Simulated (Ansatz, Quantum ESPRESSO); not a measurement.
# honeycomb AlN, 2 layers, AB' stacking in an electric field, part 2 of 5

How does honeycomb AlN, 2 layers, AB' stacking respond to a gate-like field without added charge?

Quantum ESPRESSO 7.5; plane-wave DFT, PBE, SG15 norm-conserving pseudopotentials; geometry and cross-check by Ansatz 0.2.0 with PAW datasets.

So far: Set-up; Relaxation with Ansatz.

### 3. Self-consistent run: no field

The zero-field run is the reference. tefield and dipfield are on already, so that all runs share k-points and boundary.

Level of this step: plane-wave DFT, PBE, SG15 norm-conserving pseudopotentials (Quantum ESPRESSO 7.5).

The input, f0.in:

```
&control
  prefix = 'f0'
  outdir = './out'
  pseudo_dir = './pseudo'
  calculation = 'scf'
  tprnfor = .true.
  tefield = .true.
  dipfield = .true.
/
&system
  ibrav = 0
  nat = 4
  ntyp = 2
  ecutwfc = 60
  ecutrho = 240
  occupations = 'smearing'
  smearing = 'fd'
  degauss = 0.004
  edir = 3
  emaxpos = 0.97
  eopreg = 0.04
  eamp = 0.0
/
&electrons
  conv_thr = 1e-09
  mixing_beta = 0.4
  electron_maxstep = 120
  mixing_mode = 'plain'
/
ATOMIC_SPECIES
  N   14.0070  N_ONCV_PBE-1.2.upf
  Al  26.9815  Al_ONCV_PBE-1.2.upf
CELL_PARAMETERS angstrom
  3.11909524224429 -0.00000000000000 0.00000000000000
  -1.55954762112215 2.70121571660673 0.00000000000000
  0.00000000000000 0.00000000000000 20.30000000000000
ATOMIC_POSITIONS crystal
  N   0.666666666667 0.333333333333 0.407514284202
  Al  0.333333333333 0.666666666667 0.408057736613
  N   0.666666666667 0.333333333333 0.592485809428
  Al  -0.000000000000 -0.000000000000 0.591942169756
K_POINTS automatic
  12 12 1 0 0 0
```

Run with:

```bash
> OMP_NUM_THREADS=1 mpirun -n 4 pw.x -nk 4 -in f0.in > f0.out
```

The program printed:

```text
Program PWSCF v.7.5 starts
[citation notice left out]

     Parallel version (MPI & OpenMP), running on       4 processor cores
     Number of MPI processes:                 4
     Threads/MPI process:                     1

     MPI processes distributed on     1 nodes
[...]
Current dimensions of program PWSCF are:
     Max number of different atomic species (ntypx) = 10
     Max number of k-points (npk) =  40000
     Max angular momentum in pseudopotentials (lmaxx) =  4
     Presently no symmetry can be used with electric field

     K-points division:     npool     =       4
     Subspace diagonalization in iterative solution of the eigenvalue problem:
     a serial algorithm will be used

     G-vector sticks info
     --------------------
     sticks:   dense  smooth     PW     G-vecs:    dense   smooth      PW
     Sum         583     583    187                72579    72579   13361

     Using Slab Decomposition

     bravais-lattice index     =            0
     lattice parameter (alat)  =       5.8942  a.u.
     unit-cell volume          =    1154.1986 (a.u.)^3
     number of atoms/cell      =            4
     number of atomic types    =            2
     number of electrons       =        32.00
     number of Kohn-Sham states=           20
     kinetic-energy cutoff     =      60.0000  Ry
     charge density cutoff     =     240.0000  Ry
     scf convergence threshold =      1.0E-09
     mixing beta               =       0.4000
     number of iterations used =            8  plain     mixing
     Exchange-correlation= PBE
                           (   1   4   3   4   0   0   0)

     celldm(1)=   5.894236  celldm(2)=   0.000000  celldm(3)=   0.000000
     celldm(4)=   0.000000  celldm(5)=   0.000000  celldm(6)=   0.000000

     crystal axes: (cart. coord. in units of alat)
               a(1) = (   1.000000  -0.000000   0.000000 )
               a(2) = (  -0.500000   0.866025   0.000000 )
               a(3) = (   0.000000   0.000000   6.508298 )

     reciprocal axes: (cart. coord. in units 2 pi/alat)
               b(1) = (  1.000000  0.577350 -0.000000 )
               b(2) = (  0.000000  1.154701 -0.000000 )
               b(3) = ( -0.000000 -0.000000  0.153650 )

     PseudoPot. # 1 for N  read from file:
     ./pseudo/N_ONCV_PBE-1.2.upf
     Pseudo is Norm-conserving, Zval =  5.0
     Generated using ONCVPSP code by D. R. Hamann
     Using radial grid of  602 points,  4 beta functions with:
                l(1) =   0
                l(2) =   0
                l(3) =   1
                l(4) =   1

     PseudoPot. # 2 for Al read from file:
     ./pseudo/Al_ONCV_PBE-1.2.upf
     Pseudo is Norm-conserving, Zval = 11.0
     Generated using ONCVPSP code by D. R. Hamann
     Using radial grid of  602 points,  4 beta functions with:
                l(1) =   0
                l(2) =   0
                l(3) =   1
                l(4) =   1

     atomic species   valence    mass     pseudopotential
     N                 5.00    14.00700     N ( 1.00)
     Al               11.00    26.98150     Al( 1.00)

     No symmetry found

   Cartesian axes

     site n.     atom                  positions (alat units)
         1        N      tau(   1) = (   0.5000000   0.2886751   2.6522242  )
         2        Al     tau(   2) = (  -0.0000000   0.5773503   2.6557612  )
         3        N      tau(   3) = (   0.5000000   0.2886751   3.8560740  )
         4        Al     tau(   4) = (   0.0000000   0.0000000   3.8525358  )

     number of k points=    74  Fermi-Dirac smearing, width (Ry)=  0.0040
                       cart. coord. in units 2pi/alat
        k(    1) = (   0.0000000   0.0000000   0.0000000), wk =   0.0138889
        k(    2) = (   0.0000000   0.0962250   0.0000000), wk =   0.0277778
        k(    3) = (   0.0000000   0.1924501   0.0000000), wk =   0.0277778
        k(    4) = (   0.0000000   0.2886751   0.0000000), wk =   0.0277778
        k(    5) = (   0.0000000   0.3849002   0.0000000), wk =   0.0277778
        k(    6) = (   0.0000000   0.4811252   0.0000000), wk =   0.0277778
        k(    7) = (   0.0000000  -0.5773503   0.0000000), wk =   0.0138889
        k(    8) = (   0.0833333   0.0481125   0.0000000), wk =   0.0277778
        k(    9) = (   0.0833333   0.1443376   0.0000000), wk =   0.0277778
        k(   10) = (   0.0833333   0.2405626   0.0000000), wk =   0.0277778
[...]
k(   74) = (  -0.5000000  -0.8660254   0.0000000), wk =   0.0138889

     Dense  grid:    72579 G-vectors     FFT dimensions: (  30,  30, 192)

     Estimated max dynamical RAM per process >     115.83 MB

     Estimated total dynamical RAM >     410.15 MB

     Initial potential from superposition of free atoms

     starting charge      31.8318, renormalised to      32.0000

     negative rho (up, down):  3.130E-04 0.000E+00

     Adding external electric field

     Computed dipole along edir(3) :
        Dipole               -0.0000 Ry au,         -0.0000 Debye
        Dipole field         -0.0000 Ry au,

        Potential amp.        0.0000 Ry
        Total length         36.8270 bohr

     Starting wfcs are random

     total cpu time spent up to now is        1.5 secs

     per-process dynamical memory:    88.5 Mb

     Self-consistent Calculation

     iteration #  1     ecut=    60.00 Ry     beta= 0.40
     Davidson diagonalization with overlap
     ethr =  1.00E-02,  avg # of iterations = 10.9

     negative rho (up, down):  4.307E-05 0.000E+00

     Adding external electric field

     Computed dipole along edir(3) :
        Dipole                0.0011 Ry au,          0.0028 Debye
        Dipole field          0.0000 Ry au,

        Potential amp.       -0.0009 Ry
        Total length         36.8270 bohr

     total cpu time spent up to now is       13.4 secs

     total energy              =    -316.53729751 Ry
     estimated scf accuracy    <       1.61496243 Ry

     iteration #  2     ecut=    60.00 Ry     beta= 0.40
[...]
negative rho (up, down):  7.373E-07 0.000E+00

[...]
Dipole               -0.0005 Ry au,         -0.0013 Debye
[...]
total energy              =    -316.87645179 Ry
     estimated scf accuracy    <       0.04859062 Ry

     iteration #  3     ecut=    60.00 Ry     beta= 0.40
[...]
Dipole                0.0012 Ry au,          0.0031 Debye
[...]
total energy              =    -316.87666601 Ry
     estimated scf accuracy    <       0.01587073 Ry

     iteration #  4     ecut=    60.00 Ry     beta= 0.40
[...]
Dipole               -0.0005 Ry au,         -0.0012 Debye
[...]
total energy              =    -316.87755116 Ry
     estimated scf accuracy    <       0.00366983 Ry

     iteration #  5     ecut=    60.00 Ry     beta= 0.40
[...]
Dipole                0.0003 Ry au,          0.0007 Debye
[...]
total energy              =    -316.87814075 Ry
     estimated scf accuracy    <       0.00004817 Ry

     iteration #  6     ecut=    60.00 Ry     beta= 0.40
[...]
Dipole               -0.0003 Ry au,         -0.0007 Debye
[...]
total energy              =    -316.87814722 Ry
     estimated scf accuracy    <       0.00006231 Ry

     iteration #  7     ecut=    60.00 Ry     beta= 0.40
[...]
Dipole                0.0001 Ry au,          0.0003 Debye
[...]
total energy              =    -316.87816237 Ry
     estimated scf accuracy    <       0.00000359 Ry

     iteration #  8     ecut=    60.00 Ry     beta= 0.40
[...]
Dipole               -0.0000 Ry au,         -0.0001 Debye
[...]
total energy              =    -316.87816311 Ry
     estimated scf accuracy    <       0.00000008 Ry

     iteration #  9     ecut=    60.00 Ry     beta= 0.40
[...]
Dipole                0.0000 Ry au,          0.0000 Debye
[...]
total energy              =    -316.87816310 Ry
     estimated scf accuracy    <       0.00000012 Ry

     iteration # 10     ecut=    60.00 Ry     beta= 0.40
[...]
Dipole               -0.0000 Ry au,         -0.0000 Debye
[...]
total energy              =    -316.87816313 Ry
     estimated scf accuracy    <       0.00000001 Ry

     iteration # 11     ecut=    60.00 Ry     beta= 0.40
[...]
Dipole                0.0000 Ry au,          0.0000 Debye
[...]
End of self-consistent calculation

          k = 0.0000 0.0000 0.0000 (  9113 PWs)   bands (ev):

  -102.4379-102.4375 -64.2204 -64.2204 -63.8710 -63.8710 -63.8710 -63.8710
   -15.5160 -15.4200  -4.5831  -3.5469  -2.4933  -2.4933  -2.4677  -2.4677
     0.7566   2.1819   3.3489   4.0441

          k = 0.0000 0.0962 0.0000 (  9079 PWs)   bands (ev):

  -102.4376-102.4374 -64.2204 -64.2203 -63.8715 -63.8715 -63.8711 -63.8711
   -15.4396 -15.3452  -4.4835  -3.4663  -2.8928  -2.8223  -2.5509  -2.5242
     1.0480   2.3907   3.4745   4.2457

          k = 0.0000 0.1925 0.0000 (  9087 PWs)   bands (ev):

  -102.4376-102.4374 -64.2203 -64.2202 -63.8730 -63.8729 -63.8716 -63.8715
   -15.2205 -15.1311  -4.2212  -3.7636  -3.7179  -3.1755  -2.7049  -2.6730
     1.6823   2.8708   3.7865   4.5635

          k = 0.0000 0.2887 0.0000 (  9043 PWs)   bands (ev):

  -102.4372-102.4370 -64.2201 -64.2201 -63.8750 -63.8749 -63.8721 -63.8721
   -14.8923 -14.8113  -4.8698  -4.7144  -3.6808  -2.9014  -2.8642  -2.8027
     2.4169   3.4482   3.9811   5.0451

          k = 0.0000 0.3849 0.0000 (  9054 PWs)   bands (ev):

  -102.4373-102.4370 -64.2199 -64.2199 -63.8769 -63.8769 -63.8727 -63.8726
   -14.5205 -14.4503  -5.8052  -5.6421  -3.1135  -3.0856  -3.0440  -2.3518
     3.0473   3.7815   3.9762   5.6292

          k = 0.0000 0.4811 0.0000 (  9078 PWs)   bands (ev):

  -102.4375-102.4372 -64.2198 -64.2198 -63.8784 -63.8783 -63.8731 -63.8730
   -14.2103 -14.1506  -6.4797  -6.3064  -3.2130  -3.1686  -2.5770  -1.9602
     2.9032   3.8885   4.2805   5.0878

[...]
the Fermi energy is    -0.3351 ev

!    total energy              =    -316.87816313 Ry
     estimated scf accuracy    <          2.5E-10 Ry
     smearing contrib. (-TS)   =      -0.00000000 Ry
     internal energy E=F+TS    =    -316.87816313 Ry

     The total energy is F=E-TS. E is the sum of the following terms:
     one-electron contribution =   -1479.31966482 Ry
     hartree contribution      =     719.68284652 Ry
     xc contribution           =     -41.70905399 Ry
     ewald contribution        =     484.46770916 Ry
     electric field correction =       0.00000000 Ry

     convergence has been achieved in  11 iterations

     Forces acting on atoms (cartesian axes, Ry/au):

     atom    1 type  1   force =    -0.00000015   -0.00000005   -0.00006787
     atom    2 type  2   force =     0.00000022    0.00000004   -0.00253591
     atom    3 type  1   force =    -0.00000007   -0.00000003    0.00006582
     atom    4 type  2   force =    -0.00000001    0.00000004    0.00253796

     Total force =     0.003589     Total SCF correction =     0.000024

[...]
=------------------------------------------------------------------------------=
   JOB DONE.
=------------------------------------------------------------------------------=
```

The job ended after 54 s (4 MPI ranks of Arm Neoverse V2, shared host; peak memory 0.55 GiB; 3.6 min of CPU time).

This step gave:

| Property | Result |
| --- | --- |
| free energy | -4311.3470 eV |
| Fermi energy | -0.3351 eV |
| dipole along the normal | 0 e·Å |
| valence top, on the run's zero | -1.542 eV |
| conduction bottom, on the run's zero | 0.7566 eV |
| gap by band count | 2.299 eV |

The run needed 11 iterations to bring the estimated error under 1e-09 Ry; the largest force on any atom, held or free, is 0.07 eV/Å.

### 4. Potential by pp.x

The vacuum level is read from the electrostatic potential (plot_num = 11), averaged over planes.

The input, f0.pot.in:

```
&inputpp
  prefix = 'f0'
  outdir = './out'
  filplot = 'f0.pot.dat'
  plot_num = 11
/
```

Run with:

```bash
> OMP_NUM_THREADS=1 mpirun -n 4 pp.x -in f0.pot.in > f0.pot.out
```

Run time: 0.68 s. Hardware: 4 MPI ranks; peak memory 0.09 GiB; 2.4 s of CPU time.

This step gave:

* slope of the potential above: 9.67e-5 eV/Å
* upper vacuum line continued to the top atoms, over the valence top: 5.172 eV
* slope of the potential below: -8.27e-5 eV/Å
* lower vacuum line continued to the bottom atoms, over the valence top: 5.172 eV
* vacuum level at the upper face over the valence top of the mesh: 5.172 eV
* vacuum level at the lower face over the valence top of the mesh: 5.172 eV

The vacuum is flat to 0.1 meV/Å, so its level is well defined. Inside the slab the curve depends on the local part of the pseudopotentials; only the vacuum level has a meaning of its own.

[end of part 2 of 5]

[Logs are printed without paths, hosts, clocks, repeated set-up lines and the standing remarks that a program may print on its own settings, such as how far it seeks lower states.]

[Hosts, paths, dates, database ids (printed as entryN), source tags and the programs' standing remarks are cut or masked in the printed files.]

[Maps of the electrostatic potential energy from Ansatz leave out the sawtooth potential of an applied field or a dipole correction, so their vacuum need not be flat; planar profiles and work functions include it.]
